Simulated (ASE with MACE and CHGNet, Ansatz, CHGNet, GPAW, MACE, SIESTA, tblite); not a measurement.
**Running random start for liquid ZnBr2 at 780 K (102 atoms) with machine-learned potentials**

Aim: run random start for liquid ZnBr2 at 780 K (102 atoms) in machine-learned potentials and see how near its forces come to a plane-wave reference, and at what cost.

Program: ASE with MACE and CHGNet. Level of theory: the method is named at each step. Results are calculated unless marked as measured.

## 1. The structure

The cell holds 102 atoms: 34 Zn and 68 Br. Cell: a = 15.575 Å, b = 15.575 Å, c = 15.575 Å, α = 90.0°, β = 90.0°, γ = 90.0°. 102 atoms (34 Zn, 68 Br) packed at random in a cube at 3.37 g/cm³ and pushed apart as soft spheres, cations and anions kept from their own kind; a start for melting by ab initio MD, not an equilibrated structure. The density is the measured one of the melt at 780 K (3.365 g/cm³). Then every atom was moved at random, 0.02 Å r.m.s. a Cartesian component.

The yardstick, on the same geometry:

* method: Kohn-Sham DFT, PBE, PAW, plane waves (Ansatz 0.2.0); cutoff 420 eV, Γ point, fermi-dirac smearing of 0.05 eV; PAW set soft_2
* r.m.s. force component: 0.6361 eV/Å
* longest force: 2.264 eV/Å
* pressure: -2.684 GPa
* SCF cycles: 19
* time: 100 s on 4 threads of Arm Neoverse V2, shared host
* CPU time: 6.5 min

## 2. MACE MPA-0 medium potential

Method: machine-learned interatomic potential MACE MPA-0 medium, trained on PBE(+U) plane-wave data.

Input file run.py:

```python
import numpy as np
from ase.io import read
import mlip  # loads the published weights by name

atoms = read("structure.xyz")
atoms.calc = mlip.calc("mace-mpa-0-medium")
energy = atoms.get_potential_energy()
forces = atoms.get_forces()
print(f"energy {energy:.6f} eV")
print("forces (eV/A)")
for i, (a, f) in enumerate(zip(atoms, forces)):
    print(f"{i:4d} {a.symbol:2s} {f[0]:10.5f} {f[1]:10.5f} {f[2]:10.5f}")
stress = -atoms.get_stress(voigt=False) * 160.21766
print("stress (GPa, compression positive)")
for row in stress:
    print(" ".join(f"{x:10.4f}" for x in row))
```

Input file structure.xyz:

```xyz
102
Lattice="15.57500 0.00000 0.00000 0.00000 15.57500 0.00000 0.00000 0.00000 15.57500" Properties=species:S:1:pos:R:3 pbc="T T T"
Zn 13.69868 12.26874 3.57836
Zn 2.47066 2.02615 3.29380
Zn 5.14582 0.87672 11.25263
Zn 10.12048 14.58505 13.79789
Zn 15.53248 7.76663 3.22916
Zn 7.95104 0.21945 9.26043
Zn 8.23279 10.52730 12.28992
Zn 6.32205 2.91595 8.19603
Zn 12.88551 5.31185 13.67251
Zn 2.32161 7.70449 6.26333
Zn 3.59284 13.39014 8.43262
Zn 1.22326 14.36918 3.06267
Zn 9.32133 0.32863 2.45228
Zn 11.38782 6.59617 8.60301
Zn 2.98059 3.20082 10.15443
Zn 1.31780 4.98556 2.56458
Zn 4.94397 9.86116 11.75305
Zn 0.07601 10.62807 1.47698
Zn 6.72669 2.14888 0.01199
Zn 12.66933 0.95257 8.63353
Zn 8.11504 5.61712 6.21941
Zn 11.34904 11.32489 15.40835
Zn 1.19367 7.37897 12.68895
Zn 7.41619 9.54187 6.65348
Zn 12.69129 7.61150 0.65446
Zn 13.40322 4.06461 5.24052
Zn 6.27828 12.01705 14.86135
Zn 14.79625 4.00620 10.84036
Zn 8.26254 3.51154 12.29366
Zn 11.31835 2.23190 11.93512
Zn 0.45900 1.38711 14.43024
Zn 5.34300 6.96296 3.39644
Zn 8.14074 7.64888 10.44615
Zn 10.58446 9.47614 3.02965
Br 13.43764 5.84732 3.70031
Br 14.29692 14.48615 8.20849
Br 7.60340 14.81105 3.74610
Br 4.77234 10.17234 14.78488
Br 10.90188 3.19786 2.81471
Br 1.07732 2.54433 5.18585
Br 14.10815 6.64710 12.08433
Br 8.76296 10.38198 4.94132
Br 1.63537 11.76442 3.15207
Br 4.49837 1.08994 4.68667
Br 7.92191 6.03142 15.22721
Br 2.27068 14.82771 7.09395
Br 1.95295 11.11681 6.80612
Br 0.64465 13.33329 11.83264
Br 9.04425 11.92048 1.53149
Br 2.70896 0.95786 11.66583
Br 10.50658 7.35701 1.96806
Br 10.35192 8.96185 10.76731
Br 3.85185 5.13212 11.79526
Br 0.85320 2.64666 8.88647
Br 12.12872 13.98884 1.75312
Br 12.72836 2.29280 14.44939
[... 42 atom lines left out ...]
Br 1.03730 11.37333 15.00449
Br 10.58835 5.31403 11.64107
Br 7.89092 1.10380 11.80616
Br 6.45802 10.75485 9.79621
```

Run with:

```console
$ OMP_NUM_THREADS=1 python run.py > output.txt
```

The program printed:

```text
energy -171.647855 eV
forces (eV/A)
   0 Zn   -0.69752    1.12880    1.32578
   1 Zn    0.86592   -0.37418    1.00941
   2 Zn   -0.61094   -0.32357    0.71274
   3 Zn    0.13645   -1.28725   -0.78773
   4 Zn   -0.27732   -0.21789    0.56550
   5 Zn    0.46253   -0.06409   -0.31593
   6 Zn    0.62721    0.26919   -0.49382
   7 Zn   -0.49555    1.82512   -0.52823
   8 Zn   -0.28796   -0.78178   -0.39996
   9 Zn    0.03680    0.96215    0.52485
  10 Zn    0.18298   -0.28417   -2.25422
  11 Zn   -1.27005   -0.79017    0.07743
  12 Zn    0.30304    0.13173    1.17331
  13 Zn    0.25775   -0.05760   -0.98246
  14 Zn   -0.44643    0.89226    0.25189
  15 Zn   -0.28224   -0.47233   -0.30288
  16 Zn   -0.54206   -0.39173   -0.40286
  17 Zn    1.12377    0.56328   -0.64721
  18 Zn   -0.86107    0.06320    1.29668
  19 Zn    0.97982   -1.24226    0.00273
  20 Zn    0.82953   -0.74212    0.61730
  21 Zn   -0.23606    0.22060   -0.44608
  22 Zn    0.62466    0.77974   -0.67231
  23 Zn   -0.10297    0.57664   -0.24980
[...]
94 Br    0.17747    0.33610   -0.05678
  95 Br   -0.26583    0.43421    0.30454
  96 Br   -0.19198   -0.00468   -0.02134
  97 Br    0.61209   -0.94825    0.42403
  98 Br   -0.55989   -0.18545    0.47559
  99 Br    0.23053   -0.57957    0.73809
 100 Br   -1.03703    0.06371    0.03395
 101 Br   -0.10070    0.09356    1.47242
stress (GPa, compression positive)
   -3.0144     0.0355     0.2379
    0.0355    -2.7582     0.1241
    0.2379     0.1241    -2.4521
```

The job ended after 7.1 s (1 thread of Arm Neoverse V2, shared host; peak memory 0.79 GiB).

Banners, paths, timers and routine set-up lines are dropped from the logs unmarked, and long logs keep their key lines alone; longer cuts are marked.

Against the reference:

| Item | Value |
| --- | --- |
| r.m.s. force component | 0.6138 eV/Å |
| r.m.s. difference of force components | 107.5 meV/Å |
| longest difference of force vectors | 497.1 meV/Å |
| force difference over r.m.s. force | 16.89 % |
| slope of forces against the reference's | 0.9511 |
| correlation of force components | 0.9859 |
| pressure | -2.742 GPa |
| pressure difference | -0.0571 GPa |

Length of the force difference by element (eV/Å):

```
element  atoms  mean  most
     Br     68  0.16  0.50
     Zn     34  0.17  0.38
```

Local excerpt of 12 atoms (numbers count through the whole input) about Br44, picked at random; x, y, z are measured from there.

```
atom      x      y      z  distance (Å)     Fx     Fy  Fz (eV/Å)
Br44   0.00   0.00   0.00          0.00  -0.87   0.31      -0.98
 Zn2  -2.03   0.94  -1.39          2.63   0.87  -0.37       1.01
Br62   2.41   2.80   0.50          3.73  -0.12   0.50       0.37
Br37   3.11  -1.85  -0.94          3.74   0.71   0.53      -0.75
Br40  -3.42   1.45   0.50          3.75  -0.07   0.17      -0.61
Br46  -2.23  -1.84   2.41          3.76   0.01  -0.16       0.75
Br58   0.03  -0.77  -3.93          4.01   0.74   0.71      -0.32
Br83   1.19  -3.31   1.92          4.01  -0.45  -0.21       1.24
Br74   0.60  -0.09   4.14          4.18   0.01  -0.46      -0.08
Br85   1.27   2.66  -3.03          4.23   0.11  -0.27      -0.50
Zn12  -3.28  -2.30  -1.62          4.32  -1.27  -0.79       0.08
 Zn8   1.82   1.83   3.51          4.36  -0.50   1.83      -0.53
```

Atoms are counted from 1 here, from 0 in the log.

Forces lie 17 % from the reference's, at 0.016 times its CPU time (on 1 against 4 cores).

## 3. CHGNet 0.3.0 potential

Method: machine-learned interatomic potential CHGNet 0.3.0, trained on PBE(+U) plane-wave data.

run.py, as its differences from that of step 2:

```diff
@@ -5,3 +5,3 @@
 atoms = read("structure.xyz")
-atoms.calc = mlip.calc("mace-mpa-0-medium")
+atoms.calc = mlip.calc("chgnet-0.3.0")
 energy = atoms.get_potential_energy()
```

structure.xyz is that of step 2.

The program printed:

```text
CHGNet v0.3.0 initialized with 412,525 parameters
CHGNet will run on cpu
energy -218.437500 eV
forces (eV/A)
   0 Zn   -0.97007    1.42210    1.28902
   1 Zn    0.92117   -0.67599    1.41721
   2 Zn   -0.36597   -0.23794    0.48155
   3 Zn    0.44899   -1.53380   -0.96293
   4 Zn   -0.33126   -0.06477    0.69502
   5 Zn    0.05464    0.01958    0.10004
   6 Zn    0.60488    0.00771   -0.43849
   7 Zn   -0.68323    1.63003   -0.25120
   8 Zn   -0.33681   -0.60629   -0.30047
   9 Zn    0.19008    0.93745    0.52421
  10 Zn    0.18070   -0.15841   -2.25496
  11 Zn   -1.05760   -0.57175    0.05668
  12 Zn    0.14482   -0.18038    1.39187
  13 Zn    0.15119   -0.09658   -1.54093
  14 Zn   -0.23292    0.95181    0.57548
  15 Zn    0.11007   -0.34028    0.06329
  16 Zn   -0.61699   -0.33975   -0.69604
  17 Zn    0.80996    0.41775   -0.68876
  18 Zn   -1.08517    0.34016    1.36586
  19 Zn    1.30305   -1.48077    0.08252
  20 Zn    0.49357   -0.58216    0.13996
  21 Zn   -0.38753    0.08160   -0.28418
  22 Zn    0.61534    0.89905   -0.84503
  23 Zn    0.15645    0.72985   -0.10412
[...]
94 Br    0.52953    0.49570    0.11264
  95 Br   -0.20614   -0.12460   -0.10774
  96 Br    0.02653    0.41822    0.25626
  97 Br    0.77520   -1.19317    0.31526
  98 Br   -0.62012   -0.27763    0.70882
  99 Br    0.00249   -0.71677    0.55186
 100 Br   -0.66333    0.02515   -0.48753
 101 Br   -0.16620   -0.24917    1.08174
stress (GPa, compression positive)
   -3.3423    -0.0651     0.1866
   -0.0651    -3.0133    -0.0455
    0.1866    -0.0455    -3.0664
```

It took 3.4 s on 1 thread; peak memory 0.57 GiB.

Numbers from this run, and their distance from the reference:

```yaml
r_m_s_force_component: 0.6499 eV/Å
r_m_s_difference_of_force_components: 238.8 meV/Å
longest_difference_of_force_vectors: 893.9 meV/Å
force_difference_over_r_m_s_force: 37.54 %
slope_of_forces_against_the_reference_s: 0.9514
correlation_of_force_components: 0.9313
pressure: -3.141 GPa
pressure_difference: -0.4562 GPa
```

Against the first run (17 %), the force difference from the reference is 38 %, at 0.45 times the CPU time.

## 4. MACE MP-0b3 medium potential

Method: machine-learned interatomic potential MACE MP-0b3 medium, trained on PBE(+U) plane-wave data.

run.py, as its differences from that of step 3:

```diff
@@ -5,3 +5,3 @@
 atoms = read("structure.xyz")
-atoms.calc = mlip.calc("chgnet-0.3.0")
+atoms.calc = mlip.calc("mace-mp-0b3-medium")
 energy = atoms.get_potential_energy()
```

structure.xyz is that of step 3.

The program printed:

```text
energy -178.844913 eV
forces (eV/A)
   0 Zn   -0.63686    1.12760    1.28564
   1 Zn    0.80951   -0.36703    1.06996
   2 Zn   -0.32196   -0.19900    0.67637
   3 Zn    0.16790   -1.23791   -0.81595
   4 Zn   -0.43576   -0.14170    0.60675
   5 Zn    0.29066   -0.12923   -0.15649
   6 Zn    0.52811    0.08372   -0.47240
   7 Zn   -0.28879    1.88249   -0.56103
   8 Zn   -0.33954   -0.59603   -0.33749
   9 Zn    0.12673    0.89593    0.76166
  10 Zn    0.01431   -0.40475   -1.93607
  11 Zn   -1.04176   -0.35629    0.22861
  12 Zn    0.24339   -0.25095    1.22188
  13 Zn    0.06214   -0.01918   -0.96439
  14 Zn   -0.41254    0.83792    0.08702
  15 Zn   -0.17723   -0.32895   -0.23606
  16 Zn   -0.60336   -0.46931   -0.56683
  17 Zn    1.10529    0.52057   -0.64058
  18 Zn   -0.97850    0.18698    1.29447
  19 Zn    1.10553   -1.15572    0.24286
  20 Zn    0.79255   -0.46067    0.45549
  21 Zn   -0.22757    0.08285   -0.34908
  22 Zn    0.30071    0.75019   -0.64359
  23 Zn    0.15595    0.75567   -0.00160
[...]
94 Br    0.39593    0.35184   -0.07106
  95 Br   -0.10556    0.20839    0.08163
  96 Br   -0.26139    0.08294    0.14127
  97 Br    0.55599   -0.85383    0.41972
  98 Br   -0.53788   -0.19106    0.30497
  99 Br    0.10353   -0.87657    0.68516
 100 Br   -0.53911   -0.05665    0.07205
 101 Br   -0.04151    0.10741    1.16699
stress (GPa, compression positive)
   -2.2651    -0.0336     0.2166
   -0.0336    -1.9102     0.1503
    0.2166     0.1503    -1.7381
```

Run time: 6.1 s. Hardware: 1 thread; peak memory 0.8 GiB.

Numbers from this run, and their distance from the reference:

| Property | Result |
| --- | --- |
| r.m.s. force component | 0.5835 eV/Å |
| r.m.s. difference of force components | 141.4 meV/Å |
| longest difference of force vectors | 626.1 meV/Å |
| force difference over r.m.s. force | 22.23 % |
| slope of forces against the reference's | 0.8959 |
| correlation of force components | 0.9768 |
| pressure | -1.971 GPa |
| pressure difference | 0.7134 GPa |

Against the first run (17 %), the force difference from the reference is 22 %, at 0.97 times the CPU time.

## 5. All runs compared

Differences are against the plane-wave reference, forces as r.m.s. over components; share is that over the reference's r.m.s. force, slope the least-squares factor from reference forces to these. Total energies of different programs have different zeros and aren't compared.

```
                         run  Δ force, r.m.s. (meV/Å)  share (%)  slope  Δ pressure (GPa)  cores  CPU time  memory (GiB)
                   reference                        -          -      -                 -      4   6.5 min           5.0
 MACE MPA-0 medium potential                      107       16.9  0.951           -0.0571      1     6.3 s          0.79
      CHGNet 0.3.0 potential                      239       37.5  0.951            -0.456      1     2.8 s          0.57
MACE MP-0b3 medium potential                      141       22.2  0.896             0.713      1     6.1 s           0.8
```

Times of the machine-learned potentials are mostly Python's start and the loading of weights.

CPU time is summed over cores on a shared host, where runs went side by side, so it is rough. Symmetry, cutoffs, thresholds, outputs and thread counts weren't matched or tuned between programs; memory under MPI is the largest rank's times the ranks.

## 6. What came out

```json
{"nearest in forces": "MACE MPA-0 medium potential, 17 %", "its CPU time": "6.3 s"}
```

Machine-learned potentials differ by 17 % (MACE MPA-0 medium potential) to 38 % (CHGNet 0.3.0 potential); they were trained on other programs' data. Machine-learned potentials mimic data converged in k, so the reference's own k-point error enters their differences. The reference's pressure of -2.7 GPa belongs to a cell and atoms that aren't relaxed at this level. The electronic-structure runs sample only Γ, in a cell whose shortest periodic width is 16 Å, which is coarse for a cell with partly filled levels.

[Also dropped from logs without a mark: logging warnings of Python, and SIESTA's first energy breakdown and zero terms.]

[Logs are printed without paths, hosts, clocks, repeated set-up lines and the standing remarks that a program may print on its own settings, such as how far it seeks lower states.]

[Hosts, paths, dates, database ids (printed as entryN), source tags and the programs' standing remarks are cut or masked in the printed files.]
